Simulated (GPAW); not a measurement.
# 1T-TiTe2 monolayer in an electric field, part 2 of 2

Aim: the dipole that a field along the normal induces in 1T-TiTe2 monolayer.

GPAW 26.7.0; GPAW, PAW setups; layer in a repeated cell with vacuum, relaxation of atoms and in-plane cell (the session's first sound run).

So far. Step 5 (In a field): The dipole is now -0.0411 e Å, against -0.0012 in the run without a field. Step 8 (Field on): The dipole is now 0.0411 e Å, against -0.0012 in the run without a field.

**9. In a field**

Level of this step: GPAW, PAW setups; slab in vacuum (GPAW).

The input, run.py:

```python
import json
import numpy as np
from ase import Atoms
from gpaw import GPAW, PW
from gpaw.external import ConstantElectricField

slab = Atoms(
    ['Te', 'Ti', 'Te'],
    positions=[
        [1.86847, 1.07876, 9.00000],
        [-0.00000, 0.00000, 10.75143],
        [0.00000, 2.15752, 12.50285]],
    cell=[[3.73695, 0.0, 0.0], [-1.86847, 3.2363, 0.0], [0.0, 0.0, 21.5029]],
    pbc=[True, True, False])

slab.calc = GPAW(mode=PW(400), xc='PBE', kpts={'size': (9, 9, 1), 'gamma': True},
                 occupations={'name': 'fermi-dirac', 'width': 0.05}, nbands='160%',
                 convergence={'density': 1e-05}, maxiter=200,
                 poissonsolver={'dipolelayer': 'xy'},
                 external=ConstantElectricField(0.2, [0, 0, 1]),
                 symmetry={'tolerance': 1e-3}, txt='slab.txt')
result = {}
energy = slab.get_potential_energy()
fermi = slab.calc.get_fermi_level()
v = slab.calc.get_electrostatic_potential().mean((0, 1)) - fermi
n = slab.calc.get_pseudo_density().mean((0, 1))
L = slab.cell[2, 2]
z = np.arange(len(v)) * L / len(v)
low, high = slab.positions[:, 2].min(), slab.positions[:, 2].max()
below, above = np.interp([low - 6.8, high + 6.8], z, v)
slopes = [np.interp(x, z, np.gradient(v, z)) for x in (low - 6.8, high + 6.8)]
eps = np.array([[slab.calc.get_eigenvalues(k, s) for k in range(len(slab.calc.get_ibz_k_points()))]
                for s in range(slab.calc.get_number_of_spins())]) - fermi
top, bottom = eps[eps < 0].max(), eps[eps > 0].min()
dipole = slab.get_dipole_moment()[2]
print(f'energy {energy:.4f} eV, Fermi level {fermi:.4f} eV, dipole {dipole:.5f} e A')
print(f'potential 6.8 A off the faces, from the Fermi level: lower {below:.4f} eV, upper {above:.4f} eV')
print(f'slope of the potential there: lower {slopes[0]:.5f}, upper {slopes[1]:.5f} eV/A')
print(f'nearest levels on the mesh: {top:.4f} and {bottom:.4f} eV')
print('magnetic moment', round(slab.get_magnetic_moment(), 3))
result.update(energy=energy, fermi=fermi, dipole=dipole, below=below, above=above, slopes=slopes, edges=[top, bottom],
              z=z.tolist(), v=v.tolist(), n=n.tolist(), positions=slab.positions.tolist(),
              forces=slab.get_forces(apply_constraint=False).tolist(), moments=slab.get_magnetic_moments().tolist())
json.dump(result, open('result.json', 'w'))
```

The run is started by

```sh
> OMP_NUM_THREADS=1 OPENBLAS_NUM_THREADS=1 python run.py
```

The log of the run:

```text
energy -15.0912 eV, Fermi level -1.3402 eV, dipole 0.08227 e A
potential 6.8 A off the faces, from the Fermi level: lower 5.4896 eV, upper 4.2587 eV
slope of the potential there: lower 0.00009, upper -0.00010 eV/A
nearest levels on the mesh: -0.0933 and 0.0219 eV
magnetic moment 0.0
```

Wall time 64 s (1 thread of Intel Xeon Platinum 8488C (Sapphire Rapids), shared host); peak memory 0.29 GiB.

Electrostatic potential energy of an electron (without an applied field's), less the Fermi level, planar mean against z:

z (Å), electrostatic potential energy of an electron (without an applied field's), less the Fermi level, planar mean (eV) and a bar from the least value:
```
      0.0        4.9 #############################
      0.5        5.5 ##############################
      1.0        5.5 ##############################
      1.5        5.5 ##############################
      2.0        5.5 ##############################
      2.5        5.5 ##############################
      3.0        5.5 ##############################
      3.5        5.5 ##############################
      4.0        5.5 ##############################
      4.5        5.5 ##############################
      5.0        5.5 ##############################
      5.5        5.5 ##############################
      6.0        5.5 ##############################
      6.5        5.4 ##############################
      7.0        5.3 ##############################
      7.5        4.6 #############################
      8.0        1.9 #########################
      8.5       -7.0 ##############
      9.0      -17.5 #
      9.5       -8.5 ############
     10.0       -3.3 ###################
     10.5       -9.4 ###########
     11.0       -9.5 ###########
     11.5       -3.6 ##################
     12.0       -8.9 ############
     12.5      -18.2 
     13.0       -8.0 #############
     13.5        0.8 ########################
     14.0        3.4 ###########################
     14.5        4.1 ############################
     15.0        4.2 ############################
     15.5        4.2 ############################
     16.0        4.3 ############################
     16.5        4.3 ############################
     17.0        4.3 ############################
     17.5        4.3 ############################
     18.0        4.3 ############################
     18.5        4.3 ############################
     19.0        4.3 ############################
     19.5        4.3 ############################
     20.0        4.3 ############################
     20.5        4.3 ############################
     21.0        4.3 ############################
```

The dipole is now 0.0823 e Å, against -0.0012 in the run without a field.

**10. Field on**

run.py, as its differences from that of step 9:

```diff
@@ -19,3 +19,3 @@
                  poissonsolver={'dipolelayer': 'xy'},
-                 external=ConstantElectricField(0.2, [0, 0, 1]),
+                 external=ConstantElectricField(0.3, [0, 0, 1]),
                  symmetry={'tolerance': 1e-3}, txt='slab.txt')
```

The log of the run:

```text
energy -15.1015 eV, Fermi level -1.3428 eV, dipole 0.12345 e A
potential 6.8 A off the faces, from the Fermi level: lower 5.8017 eV, upper 3.9546 eV
slope of the potential there: lower 0.00009, upper -0.00010 eV/A
nearest levels on the mesh: -0.0933 and 0.0219 eV
magnetic moment 0.0
```

It took 65 s on 1 thread; peak memory 0.29 GiB.

The electrostatic potential energy of an electron (without an applied field's), less the Fermi level, planar mean by z:

z (Å), electrostatic potential energy of an electron (without an applied field's), less the Fermi level, planar mean (eV) and a bar from the least value:
```
        0        4.9 #############################
        1        5.8 ##############################
        2        5.8 ##############################
        3        5.8 ##############################
        4        5.8 ##############################
        5        5.8 ##############################
        6        5.8 ##############################
        7        5.6 ##############################
        8        2.1 #########################
        9      -17.3 
       10       -3.3 ##################
       11       -9.5 ##########
       12       -9.0 ###########
       13       -8.2 ############
       14        3.1 ###########################
       15        3.9 ############################
       16        4.0 ############################
       17        4.0 ############################
       18        4.0 ############################
       19        4.0 ############################
       20        4.0 ############################
       21        4.0 ############################
```

The dipole is now 0.123 e Å, against -0.0012 in the run without a field.

**11. The series**

The members are put on one axis.

This step: induced dipole against applied field (GPAW 26.7.0).

Table of dipole along the normal by field:

| field (V/Å) | dipole along the normal (e·Å) |
| --- | --- |
| -0.200 | -0.0823 |
| -0.100 | -0.0411 |
| -0.050 | -0.0206 |
| 0.000 | -0.00116 |
| 0.050 | 0.0206 |
| 0.100 | 0.0411 |
| 0.200 | 0.0823 |
| 0.300 | 0.123 |

**12. A changed run**

One more run, with changed settings.

This step: GPAW, PAW setups; slab in vacuum (GPAW 26.7.0).

run.py, as its differences from that of step 10:

```diff
@@ -4,3 +4,2 @@
 from gpaw import GPAW, PW
-from gpaw.external import ConstantElectricField
 
@@ -15,7 +14,6 @@
 
-slab.calc = GPAW(mode=PW(400), xc='PBE', kpts={'size': (9, 9, 1), 'gamma': True},
+slab.calc = GPAW(mode=PW(100), xc='PBE', kpts={'size': (9, 9, 1), 'gamma': True},
                  occupations={'name': 'fermi-dirac', 'width': 0.05}, nbands='160%',
-                 convergence={'density': 1e-05}, maxiter=200,
+                 convergence={'density': 1e-05}, maxiter=50,
                  poissonsolver={'dipolelayer': 'xy'},
-                 external=ConstantElectricField(0.3, [0, 0, 1]),
                  symmetry={'tolerance': 1e-3}, txt='slab.txt')
```

The log of the run:

```text
energy 33.3379 eV, Fermi level -0.6437 eV, dipole -0.00119 e A
potential 6.8 A off the faces, from the Fermi level: lower 4.6646 eV, upper 4.6732 eV
slope of the potential there: lower -0.02894, upper 0.02895 eV/A
nearest levels on the mesh: -0.1334 and 0.0207 eV
magnetic moment 0.0
```

Elapsed: 4.7 s, on 1 thread; peak memory 0.13 GiB.

The run finished. A setting was moved off its sound value on purpose, so it serves as a test and not as the result.

The fault put into the input: a cutoff far too low (ecut = 100).

**13. Outcome**

- work function, upper and lower face: 4.875 and 4.867 eV
- dipole along the normal: -0.0012 e Å, near the numerical noise
- induced dipole per field: 0.411 e Å per V/Å
- out-of-plane polarisability per area, α/(ε0 A): 6.16 Å

What this shows: The field induces 0.411 e Å per V/Å, a polarisable thickness α/(ε0 A) of 6.16 Å beside 3.50 Å between the outermost nuclei. A perfect conductor would give the distance between its two image planes; a dielectric of thickness t gives t(1 - 1/ε). The induced dipole is linear in the field over this range. The small printed dipole stands for a step of 17 meV from the lower to the upper face, and the probes find 8.3 meV; values this small are near the numerical noise of both. The runs had no spin polarisation, so a magnetic state, which thin layers of d-metal atoms can have, wasn't tested. The layer's cell and atoms come from the relaxation; spin-orbit coupling and temperature are left out.

[Logs are printed without paths, hosts, clocks, repeated set-up lines and the standing remarks that a program may print on its own settings, such as how far it seeks lower states.]

[Hosts, paths, dates, database ids (printed as entryN), source tags and the programs' standing remarks are cut or masked in the printed files.]
